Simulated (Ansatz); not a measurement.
# FeSi2 (Cmce): the r2SCAN gap against the k mesh of the density

Wanted: the cheapest k mesh of the density that holds the r2SCAN gap of FeSi2 (Cmce).

Main program and level: Ansatz 0.2.0; DFT, r2SCAN, plane waves, PAW.

## Step 1: The structure

The structure is orthorhombic, space group Cmce (No. 64). Conventional cell: a = 9.863 Å, b = 7.791 Å, c = 7.833 Å, α = 90.00°, β = 90.00°, γ = 90.00°. Nearest to Fe lie 8 Si at 2.33 to 2.44 Å. Nearest to Fe lie 8 Si at 2.34 to 2.39 Å. Nearest to Si lie 4 Fe at 2.34 to 2.43 Å and 5 Si at 2.45 to 2.59 Å. Nearest to Si lie 4 Fe at 2.33 to 2.44 Å and 5 Si at 2.50 to 2.59 Å. Farther neighbours, and contacts between anions beyond the nearest, are not listed.

The cell and positions come from the Crystallography Open Database and are kept as given unless a step says otherwise. The default PAW set here is soft_2. Its files were made with PBE.

## Step 2: k mesh of the density: 2×2×2

The input, input.yaml:

```yaml
crystal:
  lattice:
    - [4.9315, -3.8955, 0.0]
    - [4.9315, 3.8955, 0.0]
    - [0.0, 0.0, 7.833]
  atoms:
    - { symbol: Fe, position: [0.1914, 0.8086, 0.1851] }
    - { symbol: Fe, position: [0.3086, 0.6914, 0.6851] }
    - { symbol: Fe, position: [0.8086, 0.1914, 0.8149] }
    - { symbol: Fe, position: [0.6914, 0.3086, 0.3149] }
    - { symbol: Fe, position: [0.2146, 0.2146, 0.0] }
    - { symbol: Fe, position: [0.2854, 0.2854, 0.5] }
    - { symbol: Fe, position: [0.7854, 0.7854, 0.0] }
    - { symbol: Fe, position: [0.7146, 0.7146, 0.5] }
    - { symbol: Si, position: [0.3277, 0.4177, 0.2261] }
    - { symbol: Si, position: [0.1723, 0.0823, 0.7261] }
    - { symbol: Si, position: [0.4177, 0.3277, 0.7739] }
    - { symbol: Si, position: [0.0823, 0.1723, 0.2739] }
    - { symbol: Si, position: [0.6723, 0.5823, 0.7739] }
    - { symbol: Si, position: [0.8277, 0.9177, 0.2739] }
    - { symbol: Si, position: [0.5823, 0.6723, 0.2261] }
    - { symbol: Si, position: [0.9177, 0.8277, 0.7261] }
    - { symbol: Si, position: [0.8536, 0.4028, 0.0512] }
    - { symbol: Si, position: [0.6464, 0.0972, 0.5512] }
    - { symbol: Si, position: [0.4028, 0.8536, 0.9488] }
    - { symbol: Si, position: [0.0972, 0.6464, 0.4488] }
    - { symbol: Si, position: [0.1464, 0.5972, 0.9488] }
    - { symbol: Si, position: [0.3536, 0.9028, 0.4488] }
    - { symbol: Si, position: [0.5972, 0.1464, 0.0512] }
    - { symbol: Si, position: [0.9028, 0.3536, 0.5512] }
kpoints:
  mp_grid: { grid: [2, 2, 2] }
  band_path:
    path:
      - [0.0, 0.0, 0.0]
      - [0.5, 0.5, 0.0]
      - [0.40599416, 0.59400584, 0.0]
      - [-0.40599416, 0.40599416, 0.0]
      - [0.0, 0.0, 0.5]
      - [-0.40599416, 0.40599416, 0.5]
      - [0.40599416, 0.59400584, 0.5]
      - [0.5, 0.5, 0.5]
      - [0.0, 0.0, 0.35]
    npoints: 1
hamiltonian:
  xc: r2scan
scf:
  occupations: { method: fixed }
  n_extra_bands: 12
output:
  eigenvalues: true
  forces: true
  stress: true
```

The run is started by

```console
$ ansatz run input.yaml --threads 24 --pin off --max-ram 82944MiB --backend cuda --events-out ev --progress --plain --runs-dir out --devices 1 --max-vram 78GiB
```

The program printed:

```text
scf.n_extra_bands = 12 over 96 filled bands (N_el = 192.0): the run solves 108 bands
GPUs: using 1 of 1 available (devices: 1).
Engine: ansatz 0.2.0, aarch64-unknown-linux-gnu
Pseudopotentials: kind: paw
Pseudopotential: Fe, paw, valence charge 16, recommended cutoff 500 eV (meta_gga), Fe.paw.azcp
Pseudopotential: Si, paw, valence charge 4, recommended cutoff 500 eV (meta_gga), Si.paw.azcp
Functional definition: r2SCAN
  parameter k0 = 0.174
  parameter k1 = 0.065
  parameter a1 = 4.9479
  exchange = r2scan_x(k0 = k0, k1 = k1, a1 = a1)
  correlation = r2scan_c
[...]
Crystal: 24 atoms, lattice volume = 300.954 Å³
Basis set: ecut = 500 eV, 7647 PW (Γ), exchange–correlation on 192×192×240 points (64 copies of the dense FFT grid, shifted against one another)
Bands: 108, of which v1, the nominal top of the filled ones, is band 96 counted from 1 (95 counted from 0)
Symmetry: 8 space group operations
Space group: Cmce (ITA 64), of the structure as read, at distance tolerance 6.7e-5 Å
k-points: 6 of 8
Non-local potential: Fe, projectors of the file, l = 0: 3, l = 1: 2, l = 2: 3, l = 3: 1
Non-local potential: Si, projectors of the file, l = 0: 2, l = 1: 2, l = 2: 2
PAW form: soft (Blöchl's): semilocal exchange-correlation on the pseudo side does not see the compensation charge
PAW frozen core: Fe, regenerated for the run's functional (the file was generated under x = pbe(κ = 0.804, μ = 0.219515), c = pbe(β = 0.066725))
PAW frozen core: Si, regenerated for the run's functional (the file was generated under x = pbe(κ = 0.804, μ = 0.219515), c = pbe(β = 0.066725))
PAW one-centre angular grid: Fe, 590 points (default); XC on 160 Gauss nodes
PAW one-centre angular grid: Si, 302 points (default); XC on 160 Gauss nodes
Initial density: superposition of atomic densities (neutral atoms: chi_scale 0, normalization atom), corrected by the library's trained network
Initial wavefunctions: pseudopotential atomic-orbital guess
[...]
Functional: x = r2scan, c = r2scan; τ floored in thin density (d = 2e-4 eV/Å³)
SCF iter   1: F=—  HF=-46118.073542 eV  |F-HF|=—  |Δ(HF+E_count)|=         —  Δρ=1.20e-2  dr2=1.98e-1  dr2_τ=7.04e-1  ethr=1.77e-3  ⟨swp⟩=4.7  Hψ=2405  notcnv=0  defer=45
preconditioner: auto → Resta (q_TF=auto, 2.531 Å⁻¹)  ε∞=17.2  [insulator: Δε(μ)=0.979 eV  Ē_g=6.009 eV  n_scr=74 (ndim 8)  ℏωp=24.2 eV  f_vac=0.000  ε∞_Penn≈17.2]
SCF iter   2: F=—  HF=-46118.882415 eV  |F-HF|=—  |Δ(HF+E_count)|=   8.09e-1  Δρ=1.63e-2  dr2=7.33e-1  dr2_τ=5.51e-3  ethr=1.03e-4  ⟨swp⟩=3.0  Hψ=1395  notcnv=0  defer=60
SCF iter   3: F=—  HF=-46118.835491 eV  |F-HF|=—  |Δ(HF+E_count)|=   4.69e-2  Δρ=8.40e-3  dr2=1.62e-1  dr2_τ=2.61e-3  ethr=1.03e-4  ⟨swp⟩=3.0  Hψ=977  notcnv=0  defer=60
SCF iter   4: F=—  HF=-46118.894660 eV  |F-HF|=—  |Δ(HF+E_count)|=   5.92e-2  Δρ=1.88e-2  dr2=1.14e0  dr2_τ=1.12e-2  ethr=8.41e-5  ⟨swp⟩=3.0  Hψ=945  notcnv=0  defer=58  recentre
SCF iter   5: F=—  HF=-46118.831243 eV  |F-HF|=—  |Δ(HF+E_count)|=   6.34e-2  Δρ=3.19e-3  dr2=1.80e-2  dr2_τ=4.50e-4  ethr=8.41e-5  ⟨swp⟩=3.0  Hψ=951  notcnv=0  defer=59
SCF iter   6: F=—  HF=-46118.830907 eV  |F-HF|=—  |Δ(HF+E_count)|=   3.37e-4  Δρ=6.38e-4  dr2=9.69e-4  dr2_τ=7.60e-5  ethr=9.37e-6  ⟨swp⟩=2.5  Hψ=1056  notcnv=0  defer=60
[...]
SCF iter  10: F=—  HF=-46118.832644 eV  |F-HF|=—  |Δ(HF+E_count)|=   1.33e-7  Δρ=2.33e-5  dr2=1.45e-6  dr2_τ=1.58e-8  ethr=1.94e-9  ⟨swp⟩=2.2  Hψ=965  notcnv=0  defer=33
SCF iter  11: F=—  HF=-46118.832644 eV  |F-HF|=—  |Δ(HF+E_count)|=   6.92e-8  Δρ=5.61e-6  dr2=1.00e-7  dr2_τ=1.57e-9  ethr=7.57e-10  ⟨swp⟩=2.0  Hψ=870  notcnv=0  defer=33
SCF iter  12: F=-46118.832644 eV  HF=-46118.832644 eV  |F-HF|=8.41e-9  |Δ(HF+E_count)|=   3.77e-9  Δρ=1.77e-6  dr2=1.02e-8  dr2_τ=9.47e-11  ethr=5.21e-11  ⟨swp⟩=12.5  Hψ=2969  notcnv=0
SCF 1 converged in 12 iterations: F = -46118.832644 eV  dr2 = 1.02e-8
[...]
NSCF: frozen V_eff on 9 k-points
SCF converged after 12 iterations
Free energy (F): -46118.832644 eV
Harris-Foulkes:  -46118.832644 eV  (|F-HF|=8.41e-9)
Internal energy: -46118.832644 eV  (E = F + TS)
E sigma→0 (E₀):  -46118.832644 eV
Fermi energy:    13.272218 eV
--- Per-component energies (eV) ---
  E_band       = -2035.309789
  E_kinetic    = 3567.457824
  E_local      = -24488.696727  (includes V_loc(G=0)·N_el)
  E_nonlocal   = 2090.455170
  E_hartree    = 10716.705907
  E_xc         = -1773.465357
  E_vxc        = -2211.316844  (∫ρ·V_xc dr)
  E_paw        = -19309.028755  (= ΣΔE_a)
  E_vpaw       = -2561.545724  (= ΣTr[D̂ρ^β])
  E_aug_tail   = 0.002144  (compensation charges beyond the density's cutoff)
  E_vtau       = 134.928459  (kinetic-family band-sum trace: ∫τ·v_τ [+ j·A + Jᵃ·Aᵃ] dr)
  E_ewald      = -16918.724124
  E_core_change = -3.538727  (= ΣΔE_core)
  E_smearing   = -0.000000  (= −TS)
  E_closure    = -0.000000  (closes the sum)
  Σ components = -46118.832644   (vs F -46118.832644, Δ=0.00e0)
--- Forces (eV/Å), atoms counted from 1 ---
  atom   1  Fe    -0.00000000    -0.16472713     0.21281890
  atom   2  Fe     0.00000000     0.16472713     0.21281890
  atom   3  Fe     0.00000000     0.16472713    -0.21281890
  atom   4  Fe     0.00000000    -0.16472713    -0.21281890
  atom   5  Fe     0.34798743    -0.00000000    -0.00000000
  atom   6  Fe    -0.34798743     0.00000000     0.00000000
  atom   7  Fe    -0.34798743     0.00000000     0.00000000
  atom   8  Fe     0.34798743    -0.00000000    -0.00000000
  atom   9  Si     0.11112675     0.00683994     0.11583056
  atom  10  Si    -0.11112675    -0.00683994     0.11583056
  atom  11  Si     0.11112675    -0.00683994    -0.11583056
  atom  12  Si    -0.11112675     0.00683994    -0.11583056
  atom  13  Si    -0.11112675    -0.00683994    -0.11583056
  atom  14  Si     0.11112675     0.00683994    -0.11583056
[...]
atom  20  Si    -0.03625342    -0.13779113     0.07997579
  atom  21  Si    -0.03625342     0.13779113     0.07997579
  atom  22  Si     0.03625342    -0.13779113     0.07997579
  atom  23  Si    -0.03625342    -0.13779113    -0.07997579
  atom  24  Si     0.03625342     0.13779113    -0.07997579
  max |Σ_I F_I| component: 1.18e-16 eV/Å
--- Stress (GPa, compression-positive) ---
       -4.368932      -0.000000       0.000000
       -0.000000      -6.513552      -0.000000
        0.000000      -0.000000      -5.895521
  P = ⅓ Tr σ = -5.5927 GPa (-55.927 kbar)
--- Band table (eV; the first three rows and the last of 6) ---
  k-point 0: bands = ["-76.4725", "-76.4725", "-76.4724", "-76.4724", "-76.4375", "-76.4374", "-76.4374", "-76.4374", "-41.3786", "-41.3785", "-41.3777", "-41.3776", "-41.3735", "-41.3722", "-41.3720", "-41.3720", "-41.2024", "-41.2021", "-41.2018", "-41.2015", "-41.1037", "-41.1036", "-41.1004", "-41.0993", "-41.0750", "-41.0739", "-41.0640", "-41.0632", "-41.0531", "-41.0529", "-41.0464", "-41.0460", "-0.7874", "1. [...]
  k-point 1: bands = ["-76.4725", "-76.4725", "-76.4724", "-76.4724", "-76.4375", "-76.4375", "-76.4374", "-76.4374", "-41.3782", "-41.3782", "-41.3781", "-41.3781", "-41.3729", "-41.3729", "-41.3719", "-41.3719", "-41.2022", "-41.2022", "-41.2016", "-41.2016", "-41.1037", "-41.1037", "-41.0998", "-41.0998", "-41.0745", "-41.0745", "-41.0636", "-41.0636", "-41.0530", "-41.0530", "-41.0462", "-41.0462", "-0.1870", "-0 [...]
  k-point 2: bands = ["-76.4725", "-76.4725", "-76.4724", "-76.4724", "-76.4375", "-76.4375", "-76.4374", "-76.4374", "-41.3789", "-41.3789", "-41.3776", "-41.3776", "-41.3729", "-41.3729", "-41.3717", "-41.3717", "-41.2023", "-41.2023", "-41.2015", "-41.2015", "-41.1037", "-41.1037", "-41.0999", "-41.0999", "-41.0741", "-41.0741", "-41.0639", "-41.0639", "-41.0530", "-41.0530", "-41.0462", "-41.0462", "0.1890", "0.1 [...]
  k-point 5: bands = ["-76.4725", "-76.4725", "-76.4724", "-76.4724", "-76.4375", "-76.4375", "-76.4374", "-76.4374", "-41.3793", "-41.3793", "-41.3773", "-41.3773", "-41.3729", "-41.3729", "-41.3716", "-41.3716", "-41.2024", "-41.2024", "-41.2014", "-41.2014", "-41.1038", "-41.1038", "-41.0999", "-41.0999", "-41.0737", "-41.0737", "-41.0642", "-41.0642", "-41.0531", "-41.0531", "-41.0462", "-41.0462", "1.1914", "1.1 [...]
```

Elapsed: 1.9 s, on 1 × NVIDIA GB200 (shared by 2 runs) with 24 threads of Arm Neoverse V2, shared host; peak memory 1.4 GiB.

This step gave:

```yaml
pressure: -5.593 GPa
gap: 0.9425 eV
valence_top_at: Y
conduction_bottom_at: k = (0.000, 0.000, 0.350)
least_direct_gap: 1.024 eV
```

The gap is indirect, with the least direct gap 0.08 eV higher.

## Step 3: k mesh of the density: 4×4×4 (the default)

input.yaml: that of step 2 with these lines changed.

```diff
@@ -31,15 +31,10 @@
 kpoints:
-  mp_grid: { grid: [2, 2, 2] }
+  mp_grid: { grid: [4, 4, 4] }
   band_path:
     path:
-      - [0.0, 0.0, 0.0]
-      - [0.5, 0.5, 0.0]
-      - [0.40599416, 0.59400584, 0.0]
-      - [-0.40599416, 0.40599416, 0.0]
-      - [0.0, 0.0, 0.5]
-      - [-0.40599416, 0.40599416, 0.5]
-      - [0.40599416, 0.59400584, 0.5]
-      - [0.5, 0.5, 0.5]
-      - [0.0, 0.0, 0.35]
-    npoints: 1
+      - [[0.0, 0.0, 0.0], [0.5, 0.5, 0.0], [0.40599416, 0.59400584, 0.0]]
+      - [[-0.40599416, 0.40599416, 0.0], [0.0, 0.0, 0.0], [0.0, 0.0, 0.5], [-0.40599416, 0.40599416, 0.5]]
+      - [[0.40599416, 0.59400584, 0.5], [0.5, 0.5, 0.5], [0.5, 0.5, 0.0]]
+      - [[0.0, 0.0, 0.0], [0.0, 0.5, 0.0], [0.0, 0.5, 0.5], [0.0, 0.0, 0.5], [0.5, 0.5, 0.5]]
+    npoints: 10
 hamiltonian:
@@ -47,3 +42,3 @@
 scf:
-  occupations: { method: fixed }
+  occupations: { method: fermi_dirac, width: 0.02 }
   n_extra_bands: 12
```

The program printed:

```text
[...]
GPUs: using 1 of 1 available (devices: 1).
[...]
Crystal: 24 atoms, lattice volume = 300.954 Å³
Basis set: ecut = 500 eV, 7647 PW (Γ), exchange–correlation on 192×192×240 points (64 copies of the dense FFT grid, shifted against one another)
Bands: 108, of which v1, the nominal top of the filled ones, is band 96 counted from 1 (95 counted from 0)
[...]
atom  23  Si    -0.05053722    -0.11947591    -0.08743660
  atom  24  Si     0.05053722     0.11947591    -0.08743660
  max |Σ_I F_I| component: 6.94e-17 eV/Å
--- Stress (GPa, compression-positive) ---
       -4.288940      -0.000000       0.000000
       -0.000000      -6.606619      -0.000000
        0.000000      -0.000000      -5.816243
  P = ⅓ Tr σ = -5.5706 GPa (-55.706 kbar)
--- Band table (eV; the first three rows and the last of 21) ---
[...]
[key lines of the parts left out:]
SCF converged after 11 iterations
Free energy (F): -46118.821756 eV
Fermi energy:    13.728639 eV
```

Run time: 4.1 s. Hardware: 1 × NVIDIA GB200 (shared by 2 runs) with 24 threads; peak memory 1.5 GiB; 35 s of CPU time.

Read from the output:

```
pressure             : -5.571 GPa
gap                  : 0.9458 eV
valence top at       : Y
conduction bottom at : k = (0.000, 0.000, 0.350)
least direct gap     : 1.024 eV
```

The gap is 0.946 eV, +0.003 eV from the run before at this level.

## Step 4: k mesh of the density: 6×6×4

input.yaml: that of step 3 with these lines changed.

```diff
@@ -31,10 +31,15 @@
 kpoints:
-  mp_grid: { grid: [4, 4, 4] }
+  mp_grid: { grid: [6, 6, 4] }
   band_path:
     path:
-      - [[0.0, 0.0, 0.0], [0.5, 0.5, 0.0], [0.40599416, 0.59400584, 0.0]]
-      - [[-0.40599416, 0.40599416, 0.0], [0.0, 0.0, 0.0], [0.0, 0.0, 0.5], [-0.40599416, 0.40599416, 0.5]]
-      - [[0.40599416, 0.59400584, 0.5], [0.5, 0.5, 0.5], [0.5, 0.5, 0.0]]
-      - [[0.0, 0.0, 0.0], [0.0, 0.5, 0.0], [0.0, 0.5, 0.5], [0.0, 0.0, 0.5], [0.5, 0.5, 0.5]]
-    npoints: 10
+      - [0.0, 0.0, 0.0]
+      - [0.5, 0.5, 0.0]
+      - [0.40599416, 0.59400584, 0.0]
+      - [-0.40599416, 0.40599416, 0.0]
+      - [0.0, 0.0, 0.5]
+      - [-0.40599416, 0.40599416, 0.5]
+      - [0.40599416, 0.59400584, 0.5]
+      - [0.5, 0.5, 0.5]
+      - [0.0, 0.0, 0.35]
+    npoints: 1
 hamiltonian:
@@ -42,3 +47,3 @@
 scf:
-  occupations: { method: fermi_dirac, width: 0.02 }
+  occupations: { method: fixed }
   n_extra_bands: 12
```

The program printed:

```text
[...]
GPUs: using 1 of 1 available (devices: 1).
[...]
Crystal: 24 atoms, lattice volume = 300.954 Å³
Basis set: ecut = 500 eV, 7647 PW (Γ), exchange–correlation on 192×192×240 points (64 copies of the dense FFT grid, shifted against one another)
Bands: 108, of which v1, the nominal top of the filled ones, is band 96 counted from 1 (95 counted from 0)
[...]
atom  23  Si    -0.05092993    -0.11927344    -0.08782950
  atom  24  Si     0.05092993     0.11927344    -0.08782950
  max |Σ_I F_I| component: 6.94e-17 eV/Å
--- Stress (GPa, compression-positive) ---
       -4.286334      -0.000000       0.000000
       -0.000000      -6.608662      -0.000000
        0.000000      -0.000000      -5.816322
  P = ⅓ Tr σ = -5.5704 GPa (-55.704 kbar)
--- Band table (eV; the first three rows and the last of 39) ---
[...]
[key lines of the parts left out:]
SCF converged after 11 iterations
Free energy (F): -46118.822342 eV
Fermi energy:    13.270926 eV
```

The job ended after 2.8 s (1 × NVIDIA GB200 (shared by 2 runs) with 24 threads; peak memory 1.3 GiB; 19 s of CPU time).

This step gave:

- pressure: -5.570 GPa
- gap: 0.9459 eV
- valence top at: Y
- conduction bottom at: k = (0.000, 0.000, 0.350)
- least direct gap: 1.024 eV

The gap is 0.946 eV, as in the run before at this level.

## Step 5: The series

Differences are against the last row; a negative gap means that bands overlap, and a run with a band path holds that path's time. Times are wall times on 1 × NVIDIA GB200 (shared by 2 runs) with 24 threads of Arm Neoverse V2, shared host, good to a factor of about two.

```csv
k mesh of the density,gap (eV),direct gap (eV),gap error (eV),energy error (meV/atom),irreducible k,time
2×2×2,0.942,1.024,−0.003,−0.4,6,1.9 s
4×4×4,0.946,1.024,−0.0001,+0.0,21,4.1 s
6×6×4,0.946,1.024,+0.000,+0.0,39,2.8 s
```

## Step 6: Outcome

- 2×2×2: 0.942 eV
- 4×4×4: 0.946 eV
- 6×6×4: 0.946 eV

The gap holds to 0.02 eV from 2×2×2 on, the cheapest setting tried. At 2×2×2 the gap is off by −0.003 eV and the energy by +0 meV/atom. The gap is read over the mesh and added points near the edges, so meshes differ mainly through the density and, for a hybrid, the exchange operator. The runs have no spin polarisation. For a closed low-spin shell that is the natural state; where a d or f shell is open it is a constraint, and the gap is then not the crystal's own.

[Long decimals in the printed logs are rounded to 6 places.]

[Logs are printed without paths, hosts, clocks, repeated set-up lines and the standing remarks that a program may print on its own settings, such as how far it seeks lower states.]

[Paths, hosts, dates, memory and timing lines, banners, echoed tables and standing remarks are left out of the program output; an Ansatz launch command may be rebuilt from the run's recorded settings. Measured values are a selection of at most five: reports struck by readers or far from the other reports are left out. None is set beside runs whose start may be inverted or whose files or cutoffs have a known fault.]

[Runs of the session that timed out or met a known fault of the program may be left out.]

[Cells called generated may have been cut or substituted from an entry of the Crystallography Open Database or the Materials Project.]

[Hosts, paths, dates, database ids (printed as entryN), source tags and the programs' standing remarks are cut or masked in the printed files.]

[Where the starting crystal was built by hand or by swapping elements, it need not be the compound's stable phase.]
